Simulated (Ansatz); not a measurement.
# Hf (P6_3/mmc, 2 atoms in the cell): modes against uniaxial strain along c

Aim: how do the optical modes of Hf (P6_3/mmc, 2 atoms in the cell) shift and split under this strain?

Calculated with Ansatz 0.2.0; DFT PBEsol, scalar-relativistic, plane waves, PAW; PAW set soft_1.

## Step 1: Starting point

It takes space group P6_3/mmc (No. 194, hexagonal). Conventional cell: a = 3.197 Å, b = 3.197 Å, c = 5.058 Å, α = 90.00°, β = 90.00°, γ = 120.00°. Nearest to Hf lie 12 Hf at 3.13 to 3.20 Å.

## Step 2: Relaxation

The cell and atoms are relaxed, since residual forces and stress would shift the frequencies.

input.yaml

```yaml
crystal:
  lattice:
    - [3.1967, 0.0, 0.0]
    - [-1.59835, 2.7684234083, 0.0]
    - [0.0, 0.0, 5.0578]
  atoms:
    - { symbol: Hf, position: [0.33333333, 0.66666667, 0.25] }
    - { symbol: Hf, position: [0.66666667, 0.33333333, 0.75] }
kpoints:
  mp_grid: { grid: [15, 15, 8] }
hamiltonian:
  xc: pbesol
  pseudopotentials: { kind: paw, azcp: { folder: soft_1 }, xc_functional: pbe }
scf:
  occupations: { method: gaussian, width: 0.1 }
output:
  forces: true
  stress: true
  eigenvalues: true
  write_density: true
  write_potential: true
  elf: true
  volumetric_format: npy
relax:
  adjacent_minimum: "off"
  f_tol: 0.005
  max_steps: 80
  cell: { stress_tol: 0.05 }
```

Started as:

```bash
$ ansatz run input.yaml --threads 4 --pin off --max-ram 10240MiB --backend cpu --events-out ev --progress --plain --runs-dir out
```

Numbers of over 12 decimals in the logs are rounded to 6 here.

The program printed:

```text
Engine: ansatz 0.2.0, x86_64-unknown-linux-gnu
Pseudopotentials: kind: paw
Pseudopotential: Hf, paw, valence charge 26, recommended cutoff 420 eV (normal), soft_1/Hf.paw.azcp
Functional definition: PBEsol
  exchange = pbesol_x
  correlation = pbesol_c
Crystal: 2 atoms, lattice volume = 44.761 Å³
Basis set: ecut = 420 eV, 881 PW (Γ), exchange–correlation on 48×48×72 points (8 copies of the dense FFT grid, shifted against one another)
Bands: 32, of which v1, the nominal top of the filled ones, is band 26 counted from 1 (25 counted from 0)
Symmetry: 24 space group operations
Space group: P63/mmc (ITA 194), of the structure as read, at distance tolerance 3.6e-5 Å
k-points: 135 of 1800
Non-local potential: Hf, projectors of the file, l = 0: 3, l = 1: 2, l = 2: 2, l = 3: 3
PAW form: soft (Blöchl's): semilocal exchange-correlation on the pseudo side does not see the compensation charge
PAW frozen core: Hf, regenerated for the run's functional, and the local potential with it (the file was generated under x = pbe(κ = 0.804, μ = 0.219515), c = pbe(β = 0.066725))
PAW one-centre angular grid: Hf, 590 points (default); XC on 64 Gauss nodes
Initial density: superposition of atomic densities (chi_scale 0.1, normalization cell)
Initial wavefunctions: pseudopotential atomic-orbital guess
Functional: x = pbesol(κ = 0.804, μ = 0.123457), c = pbesol(β = 0.046)
SCF iter   1: F=—  HF=-31197.848519 eV  |F-HF|=—  |Δ(HF+E_count)|=         —  Δρ=3.58e-2  dr2=7.03e-1  ethr=3.10e-3  ⟨swp⟩=5.4  Hψ=15011  notcnv=0  defer=1
preconditioner: auto → Kerker (q_TF=auto, 2.797 Å⁻¹)  [metal: Δε(μ)=0.023 eV  Ē_g=16.874 eV  σ=0.100 eV  W_gap=0.13  n_scr=22 (ndim 8)  ℏωp=38.5 eV  f_vac=0.000  D(μ)=1.33/eV (n_scr^D=8)]
SCF iter   2: F=—  HF=-31197.696457 eV  |F-HF|=—  |Δ(HF+E_count)|=   1.52e-1  Δρ=2.27e-2  dr2=2.79e-1  ethr=1.35e-3  ⟨swp⟩=3.1  Hψ=8592  notcnv=0  defer=167
SCF iter   3: F=—  HF=-31197.637250 eV  |F-HF|=—  |Δ(HF+E_count)|=   5.92e-2  Δρ=9.12e-3  dr2=4.49e-2  ethr=5.37e-4  ⟨swp⟩=2.1  Hψ=7415  notcnv=0  defer=166
SCF iter   4: F=—  HF=-31197.589043 eV  |F-HF|=—  |Δ(HF+E_count)|=   4.82e-2  Δρ=3.10e-3  dr2=2.13e-3  ethr=8.63e-5  ⟨swp⟩=2.1  Hψ=8372  notcnv=0  defer=166
SCF iter   5: F=—  HF=-31197.590271 eV  |F-HF|=—  |Δ(HF+E_count)|=   1.23e-3  Δρ=7.41e-4  dr2=2.49e-4  ethr=4.10e-6  ⟨swp⟩=2.3  Hψ=6543  notcnv=0  defer=162
SCF iter   6: F=—  HF=-31197.590495 eV  |F-HF|=—  |Δ(HF+E_count)|=   2.24e-4  Δρ=1.52e-4  dr2=8.26e-6  ethr=4.79e-7  ⟨swp⟩=2.1  Hψ=7708  notcnv=0  defer=162
SCF iter   7: F=—  HF=-31197.590504 eV  |F-HF|=—  |Δ(HF+E_count)|=   8.53e-6  Δρ=3.46e-5  dr2=5.33e-7  ethr=1.59e-8  ⟨swp⟩=2.5  Hψ=8080  notcnv=0  defer=162
SCF iter   8: F=-31197.590503 eV  HF=-31197.590503 eV  |F-HF|=9.86e-9  |Δ(HF+E_count)|=   7.33e-8  Δρ=6.81e-6  dr2=2.18e-8  ethr=1.92e-10  ⟨swp⟩=16.9  Hψ=40248  notcnv=0
SCF 1 converged in 8 iterations: F = -31197.590503 eV  dr2 = 2.18e-8
  Residual-converged pass: ⟨swp⟩=1.0  Hψ=4865  notcnv=0  max |occ|·‖R‖ = 7.1e-9 eV (tolerance 1.0e-8 eV)  dr2=2.18e-8  dr2_onsite=1.04e-8  max |Δocc| = 1.1e-10
  greatest PAW one-centre occupation: 0.998 electrons in one spin orbital (limit 2), on the Hf atom at site 1 (counted from 0), in its partial waves of l = 0
relax step   1: F+E_penalty+E_count = -31197.59050347 eV  Δ(F+E_penalty+E_count) = +0.000e0 eV  max|allowed force component| = 2.498e-16 eV/Å  Δτ_max = 0.0000 Å  P = -3.767 GPa  Ω = 44.761 Å³  (8 SCF iters, dr2 threshold 1.00e-7 eV, accepted)
Crystal: 2 atoms, lattice volume = 41.088 Å³
Basis set: ecut = 420 eV, 809 PW (Γ), exchange–correlation on 48×48×72 points (8 copies of the dense FFT grid, shifted against one another)
Initial density: handed on by an earlier stage of this run
Initial wavefunctions: those handed on with the density
iter 1 solved again at ethr=2.31e-6 eV; its pass at ethr=3.10e-3 eV (dr2=1.20e-3 eV) is discarded
SCF iter   1: F=—  HF=-31197.570990 eV  |F-HF|=—  |Δ(HF+E_count)|=         —  Δρ=2.78e-3  dr2=1.39e-3  ethr=2.31e-6  ⟨swp⟩=2.3  Hψ=24364  notcnv=0
preconditioner: auto → Kerker (q_TF=auto, 2.838 Å⁻¹)  [metal: Δε(μ)=0.013 eV  Ē_g=17.557 eV  σ=0.100 eV  W_gap=0.07  n_scr=22 (ndim 8)  ℏωp=40.1 eV  f_vac=0.000  D(μ)=1.44/eV (n_scr^D=8)]
SCF iter   2: F=—  HF=-31197.570393 eV  |F-HF|=—  |Δ(HF+E_count)|=   5.97e-4  Δρ=1.20e-3  dr2=3.18e-4  ethr=2.31e-6  ⟨swp⟩=2.0  Hψ=7348  notcnv=0
SCF iter   3: F=—  HF=-31197.570284 eV  |F-HF|=—  |Δ(HF+E_count)|=   1.09e-4  Δρ=6.62e-4  dr2=1.14e-4  ethr=6.12e-7  ⟨swp⟩=2.0  Hψ=6242  notcnv=0
SCF iter   4: F=—  HF=-31197.570266 eV  |F-HF|=—  |Δ(HF+E_count)|=   1.82e-5  Δρ=2.40e-4  dr2=2.24e-5  ethr=2.18e-7  ⟨swp⟩=2.0  Hψ=7858  notcnv=0
SCF iter   5: F=—  HF=-31197.570257 eV  |F-HF|=—  |Δ(HF+E_count)|=   9.13e-6  Δρ=3.34e-5  dr2=3.85e-7  ethr=4.31e-8  ⟨swp⟩=2.1  Hψ=5095  notcnv=0
SCF iter   6: F=—  HF=-31197.570258 eV  |F-HF|=—  |Δ(HF+E_count)|=   7.85e-7  Δρ=1.25e-5  dr2=9.80e-8  ethr=3.85e-10  ⟨swp⟩=11.4  Hψ=41594  notcnv=0
SCF iter   7: F=-31197.570258 eV  HF=-31197.570258 eV  |F-HF|=7.79e-10  |Δ(HF+E_count)|=   9.60e-8  Δρ=2.87e-6  dr2=3.03e-9  ethr=1.89e-10  ⟨swp⟩=9.4  Hψ=32467  notcnv=0
SCF 2 converged in 7 iterations: F = -31197.570258 eV  dr2 = 3.03e-9
relax step   2: F+E_penalty+E_count = -31197.57025755 eV  Δ(F+E_penalty+E_count) = +2.025e-2 eV  max|allowed force component| = 1.850e-17 eV/Å  Δτ_max = 0.0000 Å  P = +6.269 GPa  Ω = 41.088 Å³  energy of the carried Pulay correction = +1.211e-3 eV  (7 SCF iters, dr2 threshold 2.00e-7 eV, rejected (line search))
Crystal: 2 atoms, lattice volume = 43.308 Å³
Basis set: ecut = 420 eV, 845 PW (Γ), exchange–correlation on 48×48×72 points (8 copies of the dense FFT grid, shifted against one another)
iter 1 solved again at ethr=9.71e-7 eV; its pass at ethr=3.10e-3 eV (dr2=5.05e-4 eV) is discarded
SCF iter   1: F=—  HF=-31197.609849 eV  |F-HF|=—  |Δ(HF+E_count)|=         —  Δρ=1.76e-3  dr2=6.04e-4  ethr=9.71e-7  ⟨swp⟩=2.2  Hψ=23889  notcnv=0
preconditioner: auto → Kerker (q_TF=auto, 2.813 Å⁻¹)  [metal: Δε(μ)=0.028 eV  Ē_g=17.602 eV  σ=0.100 eV  W_gap=0.16  n_scr=22 (ndim 8)  ℏωp=39.1 eV  f_vac=0.000  D(μ)=1.49/eV (n_scr^D=8)]
SCF iter   2: F=—  HF=-31197.609595 eV  |F-HF|=—  |Δ(HF+E_count)|=   2.54e-4  Δρ=7.49e-4  dr2=1.29e-4  ethr=9.71e-7  ⟨swp⟩=2.0  Hψ=7428  notcnv=0
SCF iter   3: F=—  HF=-31197.609552 eV  |F-HF|=—  |Δ(HF+E_count)|=   4.30e-5  Δρ=4.03e-4  dr2=4.45e-5  ethr=2.49e-7  ⟨swp⟩=2.0  Hψ=6209  notcnv=0
SCF iter   4: F=—  HF=-31197.609538 eV  |F-HF|=—  |Δ(HF+E_count)|=   1.36e-5  Δρ=1.53e-4  dr2=9.53e-6  ethr=8.55e-8  ⟨swp⟩=2.0  Hψ=7870  notcnv=0
SCF iter   5: F=—  HF=-31197.609534 eV  |F-HF|=—  |Δ(HF+E_count)|=   3.77e-6  Δρ=2.87e-5  dr2=2.16e-7  ethr=1.83e-8  ⟨swp⟩=2.0  Hψ=4950  notcnv=0
SCF iter   6: F=—  HF=-31197.609533 eV  |F-HF|=—  |Δ(HF+E_count)|=   1.17e-6  Δρ=8.46e-6  dr2=4.87e-8  ethr=4.16e-10  ⟨swp⟩=2.4  Hψ=8006  notcnv=0
SCF iter   7: F=—  HF=-31197.609533 eV  |F-HF|=—  |Δ(HF+E_count)|=   5.24e-8  Δρ=2.02e-6  dr2=1.82e-9  ethr=9.36e-11  ⟨swp⟩=2.1  Hψ=7889  notcnv=0
SCF iter   8: F=—  HF=-31197.609533 eV  |F-HF|=—  |Δ(HF+E_count)|=  1.31e-10  Δρ=4.90e-7  dr2=6.46e-11  ethr=3.50e-12  ⟨swp⟩=2.7  Hψ=7468  notcnv=0
SCF iter   9: F=-31197.609533 eV  HF=-31197.609533 eV  |F-HF|=7.28e-12  |Δ(HF+E_count)|=    0.00e0  Δρ=1.05e-7  dr2=1.53e-12  ethr=1.00e-12  ⟨swp⟩=8.2  Hψ=26145  notcnv=0
SCF 3 converged in 9 iterations: F = -31197.609533 eV  dr2 = 1.53e-12
relax step   3: F+E_penalty+E_count = -31197.60953324 eV  Δ(F+E_penalty+E_count) = -1.903e-2 eV  max|allowed force component| = 1.480e-16 eV/Å  Δτ_max = 0.0000 Å  P = -0.241 GPa  Ω = 43.308 Å³  energy of the carried Pulay correction = +4.633e-4 eV  (9 SCF iters, accepted)
[...]
relax step   4: F+E_penalty+E_count = -31197.60963632 eV  Δ(F+E_penalty+E_count) = -1.031e-4 eV  max|allowed force component| = 1.735e-18 eV/Å  Δτ_max = 0.0000 Å  P = +0.010 GPa  Ω = 43.212 Å³  energy of the carried Pulay correction = +4.945e-4 eV  (3 SCF iters, dr2 threshold 2.00e-7 eV, accepted)
Initial wavefunctions: pseudopotential atomic-orbital guess (no wavefunctions were taken with the density)
iter 1 solved again at ethr=4.58e-9 eV; its pass at ethr=3.10e-3 eV (dr2=2.38e-6 eV) is discarded
SCF iter   1: F=—  HF=-31197.609183 eV  |F-HF|=—  |Δ(HF+E_count)|=         —  Δρ=4.32e-5  dr2=1.69e-7  ethr=4.58e-9  ⟨swp⟩=5.1  Hψ=33346  notcnv=0
preconditioner: auto → Kerker (q_TF=auto, 2.814 Å⁻¹)  [metal: Δε(μ)=0.033 eV  Ē_g=17.565 eV  σ=0.100 eV  W_gap=0.18  n_scr=22 (ndim 8)  ℏωp=39.1 eV  f_vac=0.000  D(μ)=1.48/eV (n_scr^D=8)]
SCF iter   2: F=—  HF=-31197.609171 eV  |F-HF|=—  |Δ(HF+E_count)|=   1.18e-5  Δρ=3.63e-5  dr2=2.69e-7  ethr=3.25e-10  ⟨swp⟩=3.2  Hψ=9780  notcnv=0
SCF iter   3: F=—  HF=-31197.609171 eV  |F-HF|=—  |Δ(HF+E_count)|=   5.97e-8  Δρ=1.97e-5  dr2=7.12e-8  ethr=3.25e-10  ⟨swp⟩=2.0  Hψ=7577  notcnv=0
SCF iter   4: F=—  HF=-31197.609171 eV  |F-HF|=—  |Δ(HF+E_count)|=   8.23e-9  Δρ=3.71e-6  dr2=3.84e-9  ethr=1.37e-10  ⟨swp⟩=3.0  Hψ=7826  notcnv=0
SCF iter   5: F=—  HF=-31197.609171 eV  |F-HF|=—  |Δ(HF+E_count)|=  6.55e-11  Δρ=8.68e-7  dr2=2.99e-10  ethr=7.39e-12  ⟨swp⟩=2.1  Hψ=7858  notcnv=0
SCF iter   6: F=—  HF=-31197.609171 eV  |F-HF|=—  |Δ(HF+E_count)|=  7.28e-11  Δρ=1.54e-7  dr2=1.38e-11  ethr=1.00e-12  ⟨swp⟩=7.0  Hψ=28085  notcnv=0
SCF iter   7: F=-31197.609171 eV  HF=-31197.609171 eV  |F-HF|=2.18e-11  |Δ(HF+E_count)|=  7.28e-12  Δρ=2.62e-8  dr2=3.24e-13  ethr=1.00e-12  ⟨swp⟩=6.6  Hψ=22884  notcnv=0
SCF 5 converged in 7 iterations: F = -31197.609171 eV  dr2 = 3.24e-13
relax step   5: F+E_penalty+E_count = -31197.60917074 eV  Δ(F+E_penalty+E_count) = +4.656e-4 eV  max|allowed force component| = 3.701e-17 eV/Å  Δτ_max = 0.0000 Å  P = +0.004 GPa  Ω = 43.212 Å³  stress off target by 1.26e-2 GPa  SCF on the basis re-selected at this cell (its energy is not comparable with the rows above)  (7 SCF iters)
basis re-selected at this cell: Δ(F+E_penalty+E_count) = +4.656e-4 eV, ΔP = -0.007 GPa vs the last step (what re-selecting the basis moved, of the pressure what is left beyond the Pulay correction that the steps carried, after the strain that the cell walked since its last selection, with what the two solves' SCF thresholds leave and, on support functions, any second-order correction that the steps lacked; it is no m [...]
SCF converged after 7 iterations
Free energy (F): -31197.609171 eV
Harris-Foulkes:  -31197.609171 eV  (|F-HF|=2.18e-11)
Internal energy: -31197.601750 eV  (E = F + TS)
E sigma→0 (E₀):  -31197.605460 eV
Entropy (-TS):   -0.007421 eV (-3.710 meV/atom)
Fermi energy:    18.713179 eV
--- Per-component energies (eV) ---
  E_band       = 14.756676
  E_kinetic    = 820.895060
  E_local      = -12450.525916  (includes V_loc(G=0)·N_el)
  E_nonlocal   = 129.165405
  E_hartree    = 6073.719060
  E_xc         = -529.936777
  E_vxc        = -510.096085  (∫ρ·V_xc dr)
  E_paw        = -15151.019590  (= ΣΔE_a)
  E_vpaw       = -122.120068  (= ΣTr[D̂ρ^β])
  E_aug_tail   = 0.000185  (compensation charges beyond the density's cutoff)
  E_ewald      = -10092.401288
  E_core_change = 2.502112  (= ΣΔE_core)
  E_smearing   = -0.007421  (= −TS)
  E_closure    = 0.000000  (closes the sum)
  Σ components = -31197.609171   (vs F -31197.609171, Δ=0.00e0)
--- Forces (eV/Å), atoms counted from 1 ---
  atom   1  Hf    -0.00000000    -0.00000000     0.00000000
  atom   2  Hf    -0.00000000     0.00000000    -0.00000000
  max |Σ_I F_I| component: 1.48e-16 eV/Å
--- Stress (GPa, compression-positive) ---
        0.011936       0.000000       0.000000
        0.000000       0.011936       0.000000
        0.000000       0.000000      -0.012625
  P = ⅓ Tr σ = 0.0037 GPa (0.037 kbar)
--- Band table (eV; the first three rows and the last of 135) ---
  k-point 0: bands = [... 22 lower, 11.2017, 14.8783, 19.5060, 19.8690, 19.8690, 20.1711, 20.7312, 20.7312, ... 2 higher]
  k-point 1: bands = [... 22 lower, 11.3523, 14.8130, 19.2803, 19.7815, 19.7815, 20.0407, 20.6052, 20.6052, ... 2 higher]
  k-point 2: bands = [... 22 lower, 11.7869, 14.5551, 18.8670, 19.6564, 19.6564, 19.6925, 20.3107, 20.3107, ... 2 higher]
  k-point 134: bands = [... 22 lower, 16.8657, 16.8657, 17.1973, 17.1973, 18.5575, 18.5575, 21.2774, 21.2774, ... 2 higher]
--- Relaxed structure (4 steps of the walk, 3 accepted, 1 SCFs on fresh bases) ---
  F+E_penalty+E_count = -31197.60917074 eV   max|allowed force component| = 3.701e-17 eV/Å   (the final SCF, on the basis selected at the relaxed cell)
  cell:  # Å, volume = 43.2121 Å³
    - [3.160221, 0, 0.0]
    - [-1.580111, 2.736832, -1.2084311929401546e-18]
    - [0.0, -2.2077559629617855e-18, 4.996202]
  atoms:
    - { symbol: Hf, position: [0.333333, 0.666667, 0.25] }
    - { symbol: Hf, position: [0.666667, 0.333333, 0.750000] }
```

The job ended after 44 s (4 threads of Intel Xeon at 2.50GHz (Skylake/Cascade Lake), shared host; peak memory 0.51 GiB; 1.9 min of CPU time).

Step by step:

| step | energy less that of the first step (eV) | largest force component (eV/Å) | pressure (GPa) | volume (Å³) |
| --- | --- | --- | --- | --- |
| 1 | 0.0000 | 0.0000 | -3.77 | 44.76 |
| 2 | 0.0202 | 0.0000 | 6.27 | 41.09 |
| 3 | -0.0190 | 0.0000 | -0.24 | 43.31 |
| 4 | -0.0191 | 0.0000 | 0.01 | 43.21 |
| 5* | -0.0187 | 0.0000 | 0.00 | 43.21 |

Relaxation steps marked * repeat the geometry before them on a plane-wave basis chosen anew for their cell, so energy and pressure can jump there. Relaxation step 2 was tried and not accepted.

The run keeps the 24 symmetry operations that it works with, so distortions that break them were not tested.

| conventional cell, symmetrised | before | after | change |
| --- | --- | --- | --- |
| a (Å) | 3.197 | 3.160 | -1.1 % |
| b (Å) | 3.197 | 3.160 | -1.1 % |
| c (Å) | 5.058 | 4.996 | -1.2 % |
| volume (Å³/atom) | 22.38 | 21.61 | -3.5 % |

Final coordinates:

```
Hf
1.0
     3.16022    0.00000    0.00000
    -1.58011    2.73683    0.00000
     0.00000    0.00000    4.99620
Hf
2
Direct
  0.33333 0.66667 0.25000
  0.66667 0.33333 0.75000
```

This step gave:

```yaml
pressure: 0.003749 GPa
volume_per_atom: 21.61 Å³
gap_on_the_k_mesh: 0 eV
```

ELF in the ac plane at fractional y = 0.333, with atoms of Hf within 0.2 Å of it. It is the smooth field of the valence electrons, not physical close to the nuclei.

Values, 22 rows by 16 columns, each cell a mean:
```
0.26 0.37 0.45 0.46 0.40 0.29 0.20 0.15 0.17 0.23 0.28 0.28 0.25 0.19 0.15 0.18
0.18 0.30 0.43 0.45 0.35 0.21 0.15 0.19 0.31 0.45 0.54 0.55 0.49 0.36 0.22 0.15
0.15 0.22 0.36 0.39 0.27 0.16 0.18 0.35 0.55 0.70 0.76 0.77 0.73 0.61 0.41 0.22
0.17 0.18 0.29 0.32 0.21 0.16 0.28 0.53 0.72 0.81 0.84 0.85 0.83 0.77 0.60 0.35
0.21 0.16 0.25 0.28 0.19 0.17 0.36 0.63 0.79 0.85 0.86 0.86 0.86 0.82 0.70 0.45
0.21 0.16 0.25 0.27 0.19 0.18 0.37 0.64 0.80 0.85 0.86 0.86 0.86 0.83 0.71 0.46
0.18 0.17 0.28 0.31 0.21 0.16 0.30 0.55 0.75 0.83 0.85 0.85 0.84 0.78 0.63 0.37
0.15 0.21 0.35 0.38 0.26 0.16 0.19 0.36 0.58 0.72 0.78 0.79 0.75 0.64 0.44 0.23
0.17 0.30 0.43 0.45 0.35 0.21 0.14 0.19 0.33 0.48 0.56 0.58 0.51 0.38 0.23 0.15
0.25 0.36 0.45 0.46 0.40 0.29 0.19 0.16 0.18 0.25 0.30 0.31 0.27 0.20 0.16 0.17
0.30 0.34 0.36 0.37 0.35 0.31 0.27 0.24 0.23 0.23 0.25 0.25 0.24 0.23 0.24 0.26
0.26 0.24 0.23 0.23 0.23 0.25 0.29 0.33 0.38 0.41 0.42 0.43 0.42 0.39 0.35 0.30
0.18 0.15 0.15 0.15 0.16 0.18 0.23 0.33 0.45 0.56 0.61 0.62 0.59 0.50 0.37 0.25
0.15 0.16 0.18 0.19 0.18 0.16 0.18 0.28 0.44 0.60 0.68 0.70 0.64 0.51 0.32 0.19
0.17 0.23 0.29 0.30 0.26 0.21 0.18 0.24 0.39 0.58 0.69 0.71 0.64 0.46 0.26 0.17
0.21 0.30 0.37 0.39 0.34 0.26 0.20 0.22 0.37 0.56 0.69 0.71 0.63 0.43 0.24 0.17
0.21 0.30 0.38 0.39 0.34 0.26 0.20 0.22 0.37 0.56 0.69 0.71 0.63 0.43 0.24 0.17
0.18 0.24 0.30 0.31 0.27 0.21 0.18 0.23 0.39 0.58 0.69 0.71 0.64 0.46 0.26 0.17
0.15 0.17 0.20 0.21 0.19 0.17 0.18 0.27 0.43 0.59 0.69 0.70 0.64 0.50 0.31 0.19
0.17 0.15 0.15 0.15 0.15 0.17 0.22 0.32 0.46 0.57 0.63 0.64 0.60 0.51 0.37 0.24
0.25 0.22 0.21 0.21 0.22 0.24 0.28 0.34 0.40 0.44 0.46 0.46 0.45 0.42 0.37 0.30
0.31 0.33 0.35 0.35 0.34 0.32 0.29 0.26 0.24 0.24 0.25 0.25 0.24 0.24 0.26 0.28
```
Columns run along a (3.2 Å), rows up along c (5.0 Å). Atoms in or near the plane, at fractional coordinates: Hf at (0.67, 0.75).

Valence density in the ac plane at fractional y = 0.333, with atoms of Hf within 0.2 Å of it. It is the smooth field of the valence electrons, not physical close to the nuclei.

Values in e/Å³, 22 rows by 16 columns, each cell a mean:
```
 0  0  0  0  0  0  0  0  0  0  1  1  0  0  0  0
 0  0  0  0  0  0  0  0  1  1  2  2  1  1  1  0
 0  0  0  0  0  0  0  1  2  5  7  8  6  3  1  0
 0  0  0  0  0  0  1  2  5 13 23 25 16  7  2  1
 0  0  0  0  0  0  1  2  9 24 43 46 30 13  4  1
 0  0  0  0  0  0  1  3  9 25 45 49 32 13  4  1
 0  0  0  0  0  0  1  2  6 15 26 28 18  8  3  1
 0  0  0  0  0  0  0  1  2  5  8  8  6  3  1  1
 0  0  0  0  0  0  0  0  1  1  2  2  1  1  1  0
 0  0  0  0  0  0  0  0  0  0  1  1  1  0  0  0
 0  0  0  0  0  0  0  0  0  0  0  0  0  0  0  0
 0  0  0  0  0  0  0  0  0  0  0  0  0  0  0  0
 0  0  0  0  0  0  0  0  0  0  0  0  0  0  0  0
 0  0  0  0  0  0  0  0  0  0  0  0  0  0  0  0
 0  0  1  1  1  0  0  0  0  0  0  0  0  0  0  0
 0  1  1  1  1  1  0  0  0  0  0  0  0  0  0  0
 0  1  1  1  1  1  0  0  0  0  0  0  0  0  0  0
 0  1  1  1  1  0  0  0  0  0  0  0  0  0  0  0
 0  0  0  0  0  0  0  0  0  0  0  0  0  0  0  0
 0  0  0  0  0  0  0  0  0  0  0  0  0  0  0  0
 0  0  0  0  0  0  0  0  0  0  0  0  0  0  0  0
 0  0  0  0  0  0  0  0  0  0  0  0  0  0  0  0
```
Columns run along a (3.2 Å), rows up along c (5.0 Å). Atoms in or near the plane, at fractional coordinates: Hf at (0.67, 0.75).

Electrostatic potential energy in the ac plane at fractional y = 0.333, with atoms of Hf within 0.2 Å of it. With pseudopotentials it is smooth inside the atoms' cores, unlike the true potential.

Ten even steps from '_' (-16 eV) to '@' (20 eV):
```
@@@@@@@@@@@@%%%%##********##%%%%
%%@@@@@@@@@@%%##++----::--==**##
%%@@@@@@@@%%##++::________..==**
##%%@@@@%%##++::____________..==
**%%@@@@%%##==..____::--..____--
**%%@@@@%%##==____::====::____::
**%%@@@@%%##==____..--==::____--
##%%@@@@%%##++..____....____..==
##%%@@@@@@%%**--..__________::++
%%@@@@@@@@%%##**==::......--++##
@@@@@@@@@@@@%%##**++====++**##%%
@@@@@@@@@@@@@@%%%%########%%%%@@
@@@@@@@@@@@@@@@@@@@@%%%%@@@@@@@@
@@%%%%%%%%%%@@@@@@@@@@@@@@@@@@@@
%%%%######%%%%@@@@@@@@@@@@@@@@@@
####******##%%%%@@@@@@@@@@@@@@%%
##++++++++**##%%@@@@@@@@@@@@%%%%
**++======++##%%@@@@@@@@@@@@%%##
**====--==++##%%@@@@@@@@@@@@%%##
**++====++**##%%@@@@@@@@@@@@%%##
##**++++****##%%@@@@@@@@@@@@@@%%
%%##########%%@@@@@@@@@@@@@@@@%%
%%%%%%%%%%%%@@@@@@@@@@@@@@@@@@@@
@@@@@@@@@@@@@@@@@@@@@@@@@@@@@@@@
@@@@@@@@@@@@@@@@%%%%%%%%%%%%@@@@
```
Columns run along a (3.2 Å; values clipped at the 3rd and 97th percentile), rows up along c (5.0 Å). Atoms in or near the plane, at fractional coordinates: Hf at (0.67, 0.75).

In this step the volume went from 22.38 to 21.61 Å³/atom.

(Continued in part 2 of 3.)

[Logs are printed without paths, hosts, clocks, repeated set-up lines and the standing remarks that a program may print on its own settings, such as how far it seeks lower states.]

[Hosts, paths, dates, database ids (printed as entryN), source tags and the programs' standing remarks are cut or masked in the printed files.]
